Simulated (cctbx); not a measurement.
**A crystallographic session in cctbx: Cd3BiAs**

Library: cctbx 2025.11. The data are simulated by the first script.

## 1. Simulate the data

run.py:

```python
from cctbx import adptbx, crystal, miller, sgtbx, xray
from cctbx.array_family import flex
from iotbx.shelx import hklf
from scitbx import matrix
import scitbx.random

cs = crystal.symmetry(unit_cell=(5.016, 5.016, 5.016, 90, 90, 90), space_group_symbol='Hall: -P 4 2 3')  # Pm-3m
atoms = [  # label, site, U (iso, or U11 U22 U33 U12 U13 U23 in A^2), occupancy
    ("Bi1", (0, 0, 0), (0.0189, 0.0189, 0.0189, 0.0000, 0.0000, 0.0000), 1),
    ("Cd1", (0.5, 0.5, 0), (0.0261, 0.0261, 0.0267, 0.0000, -0.0000, 0.0000), 1),
    ("As1", (0.5, 0.5, 0.5), (0.0251, 0.0251, 0.0251, -0.0000, 0.0000, -0.0000), 1),
]
xs = xray.structure(crystal_symmetry=cs)
for label, site, u, occ in atoms:
    u = adptbx.u_cif_as_u_star(cs.unit_cell(), u) if isinstance(u, tuple) else u
    xs.add_scatterer(xray.scatterer(label, site=site, u=u, occupancy=occ))
xs.set_inelastic_form_factors(0.71073, "sasaki")
xs.show_summary()
p1 = xs.expand_to_p1()
ms = miller.build_set(p1, anomalous_flag=True, d_min=0.84)
flex.set_random_seed(875345)
scitbx.random.set_random_seed(875345)
ms = ms.select(flex.random_double(ms.size()) < 0.7)
i = ms.structure_factors_from_scatterers(p1, algorithm="direct").f_calc().as_intensity_array().data()
i = i * 20000 / flex.max(i)
sig = flex.sqrt(i + flex.pow2(0.03 * i) + 8 ** 2)
noise = scitbx.random.variate(scitbx.random.normal_distribution())(i.size())
data = ms.array(data=i + sig * noise, sigmas=sig).set_observation_type_xray_intensity()
with open("data.hkl", "w") as f:
    data.export_as_shelx_hklf(f)
print("reflections written:", data.size(), " <I/sigma> = %.1f" % flex.mean(data.data() / data.sigmas()))
for h, a, b in list(data.sort("data"))[:12]:
    print("%4d%4d%4d %9.1f %7.1f" % (h + (a, b)))
```

```console
$ python run.py
```

```text
Number of scatterers: 3
At special positions: 3
Unit cell: (5.016, 5.016, 5.016, 90, 90, 90)
Space group: P m -3 m (No. 221)
reflections written: 597  <I/sigma> = 15.6
   0   2   0   20349.6   616.5
   0   0   2   20329.8   616.5
  -2   0   0   20277.3   616.5
   2   0   0   19722.5   616.5
   0   0  -2   18680.4   616.5
   0   2   2   14136.1   423.3
   2   0  -2   13961.8   423.3
   0  -2  -2   13876.7   423.3
   0   2  -2   13731.2   423.3
   2  -2   0   13299.4   423.3
   2   2   0   12984.2   423.3
  -1   1   1   12399.6   389.9
```

Run time: 0.42 s on 1 thread of Arm Neoverse N1, on a shared host, peak memory 0.07 GiB.

## 2. Refinement (right model, isotropic)

run.py:

```python
import math
from cctbx import adptbx, crystal, maptbx, sgtbx, xray
from cctbx.array_family import flex
from cctbx.xray import observations
from iotbx.shelx import hklf
from scitbx.lstbx import normal_eqns_solving
from smtbx import absolute_structure, utils
from smtbx.refinement import constraints, least_squares

cs = crystal.symmetry(unit_cell=(5.016, 5.016, 5.016, 90, 90, 90), space_group_symbol='Hall: -P 4 2 3')  # Pm-3m
atoms = [  # label, site, U (iso, or U11 U22 U33 U12 U13 U23 in A^2), occupancy
    ("Bi1", (0, 0, 0), 0.0200, 1),
    ("Cd1", (0.5, 0.5, 0), 0.0200, 1),
    ("As1", (0.5, 0.5, 0.5), 0.0200, 1),
]
xs = xray.structure(crystal_symmetry=cs)
for label, site, u, occ in atoms:
    u = adptbx.u_cif_as_u_star(cs.unit_cell(), u) if isinstance(u, tuple) else u
    xs.add_scatterer(xray.scatterer(label, site=site, u=u, occupancy=occ))
xs.set_inelastic_form_factors(0.71073, "sasaki")
raw = hklf.reader(file_name="data.hkl").as_miller_arrays(crystal_symmetry=cs, anomalous=True)[0]
merged = raw.eliminate_sys_absent().merge_equivalents()
fo2 = merged.array().set_observation_type_xray_intensity()
print("Rint %.3f, %d unique reflections to %.2f A" % (merged.r_int(), fo2.size(), fo2.d_min()))
for sc in xs.scatterers():
    sc.flags.set_grad_site(True)
    sc.flags.set_grad_u_aniso(sc.flags.use_u_aniso())
    sc.flags.set_grad_u_iso(sc.flags.use_u_iso())
obs = fo2.as_xray_observations()
extra = {}
rep = constraints.reparametrisation(xs, [], utils.connectivity_table(xs), **extra)
ls = least_squares.crystallographic_ls(obs, rep, weighting_scheme=least_squares.mainstream_shelx_weighting(a=0, b=0))
print("cycle     R1     wR2    GooF  max shift (A)")
for cycle in range(8):
    ls.build_up()
    r1, wr2, goof = ls.r1_factor(cutoff_factor=2)[0], ls.wR2(), ls.goof()
    old = xs.sites_cart()
    normal_eqns_solving.levenberg_marquardt_iterations(ls, n_max_iterations=3, tau=1e-06, step_threshold=1e-7)
    big = flex.max((xs.sites_cart() - old).norms())
    print("%4d %7.4f %7.4f %7.3f %9.5f" % (cycle + 1, r1, wr2, goof, big))
    ls.build_up(objective_only=True)
    if abs(ls.wR2() - wr2) < 5e-5 and big < 5e-4:
        break
ls.build_up()
print("final R1 %.4f wR2 %.4f GooF %.3f  parameters %d  data/parameter %.1f" % (ls.r1_factor(cutoff_factor=2)[0], ls.wR2(), ls.goof(), ls.n_parameters, fo2.size() / ls.n_parameters))
cov = ls.covariance_matrix_and_annotations()
su = dict(zip(cov.annotations, (math.sqrt(max(v, 0)) for v in cov.matrix.matrix_packed_u_diagonal())))
a2 = cs.unit_cell().reciprocal_parameters()[0] ** -2
print("atom        x        y        z      Ueq    occ   su(xyz)  su(Uiso or U11)")
for sc in xs.scatterers():
    s = max(su.get(sc.label + k, 0) for k in (".x", ".y", ".z"))
    npd = "" if sc.is_positive_definite_u(cs.unit_cell()) else "  NPD"
    print("%-5s %8.5f %8.5f %8.5f %8.4f %6.3f %8.5f %7.4f%s" % ((sc.label,) + sc.site + (sc.u_iso_or_equiv(cs.unit_cell()), sc.occupancy, s, su.get(sc.label + ".uiso", su.get(sc.label + ".u11", 0) * a2), npd)))
fo = fo2.f_sq_as_f()
fc = fo.structure_factors_from_scatterers(xs, algorithm="direct").f_calc()
diff = fo.f_obs_minus_f_calc(1 / math.sqrt(ls.scale_factor()), fc).average_bijvoet_mates()
m = diff.fft_map(symmetry_flags=maptbx.use_space_group_symmetry, resolution_factor=0.25).apply_volume_scaling()
print("difference map: max %.2f min %.2f rms %.2f" % (m.statistics().max(), m.statistics().min(), m.statistics().sigma()))
peaks = m.peak_search(parameters=maptbx.peak_search_parameters(min_distance_sym_equiv=0.6, max_clusters=6)).all()
near = xs.closest_distances(peaks.sites(), distance_cutoff=4)
sps = cs.special_position_settings(min_distance_sym_equiv=0.5)
for k, (x, h) in enumerate(zip(peaks.sites(), peaks.heights())):
    ss = sps.site_symmetry(x)
    print("Q%-3d %7.4f %7.4f %7.4f %4d %7.2f  %.2f A from %s" % ((k + 1,) + tuple(t % 1 for t in ss.exact_site()) + (ss.multiplicity(), h, near.smallest_distances[k], xs.scatterers()[near.i_seqs[k]].label)))
```

```console
$ python run.py
```

```text
Rint 0.028, 39 unique reflections to 0.85 A
cycle     R1     wR2    GooF  max shift (A)
   1  0.0450  0.1114   8.051   0.00000
   2  0.0059  0.0122   0.885   0.00000
final R1 0.0059 wR2 0.0122 GooF 0.885  parameters 3  data/parameter 13.0
atom        x        y        z      Ueq    occ   su(xyz)  su(Uiso or U11)
Bi1    0.00000  0.00000  0.00000   0.0187  1.000  0.00000  0.0001
Cd1    0.50000  0.50000  0.00000   0.0264  1.000  0.00000  0.0002
As1    0.50000  0.50000  0.50000   0.0253  1.000  0.00000  0.0003
difference map: max 0.24 min -0.19 rms 0.07
Q1    0.0000  0.0000  0.5000    3    0.24  2.51 A from Cd1
Q2    0.5000  0.5000  0.5000    1    0.24  0.00 A from As1
Q3    0.1026  0.1026  0.3540   24    0.16  1.92 A from Bi1
Q4    0.1854  0.1854  0.3801   24    0.13  1.93 A from Cd1
Q5    0.0000  0.3218  0.3218   12    0.13  1.26 A from Cd1
Q6    0.3371  0.3371  0.5000   12    0.12  1.16 A from As1
```

Time: 0.62 s.

## 3. Refinement (right model, anisotropic)

run.py, as its changes from the last script of this kind:

```diff
@@ -12,3 +12,3 @@
-    ("Bi1", (0, 0, 0), 0.0200, 1),
-    ("Cd1", (0.5, 0.5, 0), 0.0200, 1),
-    ("As1", (0.5, 0.5, 0.5), 0.0200, 1),
+    ("Bi1", (0, 0, 0), 0.0187, 1),
+    ("Cd1", (0.5, 0.5, 0), 0.0264, 1),
+    ("As1", (0.5, 0.5, 0.5), 0.0253, 1),
@@ -20,0 +21 @@
+xs.convert_to_anisotropic()
```

```console
$ python run.py
```

```text
Rint 0.028, 39 unique reflections to 0.85 A
cycle     R1     wR2    GooF  max shift (A)
   1  0.0059  0.0123   0.899   0.00000
   2  0.0058  0.0121   0.884   0.00000
final R1 0.0058 wR2 0.0121 GooF 0.884  parameters 4  data/parameter 9.8
atom        x        y        z      Ueq    occ   su(xyz)  su(Uiso or U11)
Bi1    0.00000  0.00000  0.00000   0.0188  1.000  0.00000  0.0001
Cd1    0.50000  0.50000  0.00000   0.0264  1.000  0.00000  0.0002
As1    0.50000  0.50000  0.50000   0.0253  1.000  0.00000  0.0003
difference map: max 0.24 min -0.20 rms 0.07
Q1    0.0000  0.0000  0.5000    3    0.24  2.51 A from Cd1
Q2    0.5000  0.5000  0.5000    1    0.23  0.00 A from As1
Q3    0.1094  0.1094  0.3540   24    0.16  1.94 A from Bi1
Q4    0.0000  0.3167  0.3167   12    0.12  1.30 A from Cd1
Q5    0.3357  0.3357  0.5000   12    0.12  1.17 A from As1
Q6    0.2500  0.2500  0.2500    8    0.06  2.17 A from As1
```

Time: 0.57 s.

## 4. Refinement

run.py, as its changes from the last script of this kind:

```diff
@@ -23 +23 @@
-merged = raw.eliminate_sys_absent().merge_equivalents()
+merged = raw.eliminate_sys_absent().resolution_filter(d_min=2).merge_equivalents()
@@ -35 +35 @@
-for cycle in range(8):
+for cycle in range(12):
```

```console
$ python run.py
```

```text
Rint 0.025, 6 unique reflections to 2.05 A
cycle     R1     wR2    GooF  max shift (A)
   1  0.0072  0.0187   1.855   0.00000
   2  0.0013  0.0045   0.452   0.00000
final R1 0.0013 wR2 0.0045 GooF 0.452  parameters 4  data/parameter 1.5
atom        x        y        z      Ueq    occ   su(xyz)  su(Uiso or U11)
Bi1    0.00000  0.00000  0.00000   0.0089  1.000  0.00000  0.0045
Cd1    0.50000  0.50000  0.00000   0.0172  1.000  0.00000  0.0066
As1    0.50000  0.50000  0.50000   0.0103  1.000  0.00000  0.0063
difference map: max 0.02 min -0.02 rms 0.01
Q1    0.0000  0.0000  0.0000    1    0.02  0.00 A from Bi1
```

Time: 0.56 s.

This run holds a fault made on purpose: data cut at low resolution.

## 5. Refinement

run.py, as its changes from the last script of this kind:

```diff
@@ -13,2 +13,2 @@
-    ("Cd1", (0.5, 0.5, 0), 0.0264, 1),
-    ("As1", (0.5, 0.5, 0.5), 0.0253, 1),
+    ("As1", (0.5, 0.5, 0), 0.0264, 1),
+    ("Cd1", (0.5, 0.5, 0.5), 0.0253, 1),
@@ -23 +23 @@
-merged = raw.eliminate_sys_absent().resolution_filter(d_min=2).merge_equivalents()
+merged = raw.eliminate_sys_absent().merge_equivalents()
```

```console
$ python run.py
```

```text
Rint 0.028, 39 unique reflections to 0.85 A
cycle     R1     wR2    GooF  max shift (A)
   1  0.2353  0.4384  32.127   0.00000
   2  0.1239  0.2335  17.111   0.00000
final R1 0.1239 wR2 0.2334 GooF 17.110  parameters 4  data/parameter 9.8
atom        x        y        z      Ueq    occ   su(xyz)  su(Uiso or U11)
Bi1    0.00000  0.00000  0.00000   0.0131  1.000  0.00000  0.0028
As1    0.50000  0.50000  0.00000   0.0043  1.000  0.00000  0.0037
Cd1    0.50000  0.50000  0.50000   0.0382  1.000  0.00000  0.0062
difference map: max 16.94 min -5.10 rms 2.23
Q1    0.0000  0.5000  0.5000    3   16.94  0.00 A from As1
Q2    0.0000  0.0000  0.0000    1   12.47  0.00 A from Bi1
Q3    0.0000  0.0000  0.5000    3    2.11  2.51 A from As1
Q4    0.1886  0.3195  0.3195   24    0.58  1.59 A from As1
Q5    0.2936  0.4169  0.4169   24    0.26  1.19 A from Cd1
Q6    0.0000  0.1842  0.4366   24    0.17  1.62 A from As1
```

Time: 0.56 s.

This run holds a fault made on purpose: elements exchanged: Cd1 is As and As1 is Cd.

## 6. Refinement

run.py, as its changes from the last script of this kind:

```diff
@@ -13,2 +13 @@
-    ("As1", (0.5, 0.5, 0), 0.0264, 1),
-    ("Cd1", (0.5, 0.5, 0.5), 0.0253, 1),
+    ("Cd1", (0.5, 0.5, 0), 0.0264, 1),
```

```console
$ python run.py
```

```text
Rint 0.028, 39 unique reflections to 0.85 A
cycle     R1     wR2    GooF  max shift (A)
   1  0.3434  0.6759  48.843   0.00000
   2  0.3292  0.6323  45.693   0.00000
final R1 0.3283 wR2 0.6323 GooF 45.692  parameters 3  data/parameter 13.0
atom        x        y        z      Ueq    occ   su(xyz)  su(Uiso or U11)
Bi1    0.00000  0.00000  0.00000   0.0131  1.000  0.00000  0.0098
Cd1    0.50000  0.50000  0.00000   0.0096  1.000  0.00000  0.0105
difference map: max 122.37 min -5.87 rms 5.65
Q1    0.5000  0.5000  0.5000    1  122.37  2.51 A from Cd1
Q2    0.0000  0.0000  0.0000    1   81.92  0.00 A from Bi1
Q3    0.0668  0.5000  0.5000    6   12.57  0.34 A from Cd1
Q4    0.2849  0.4066  0.4066   24    2.85  1.58 A from Cd1
Q5    0.2451  0.5000  0.5000    6    1.98  1.23 A from Cd1
Q6    0.0000  0.0000  0.2678    6    1.73  1.34 A from Bi1
```

Run time: 0.58 s on 1 thread of Arm Neoverse N1 (shared host), peak memory 0.09 GiB.

This run holds a fault made on purpose: atom left out: As1.

[Logs are printed without paths, hosts, clocks, repeated set-up lines and the standing remarks that a program may print on its own settings, such as how far it seeks lower states.]
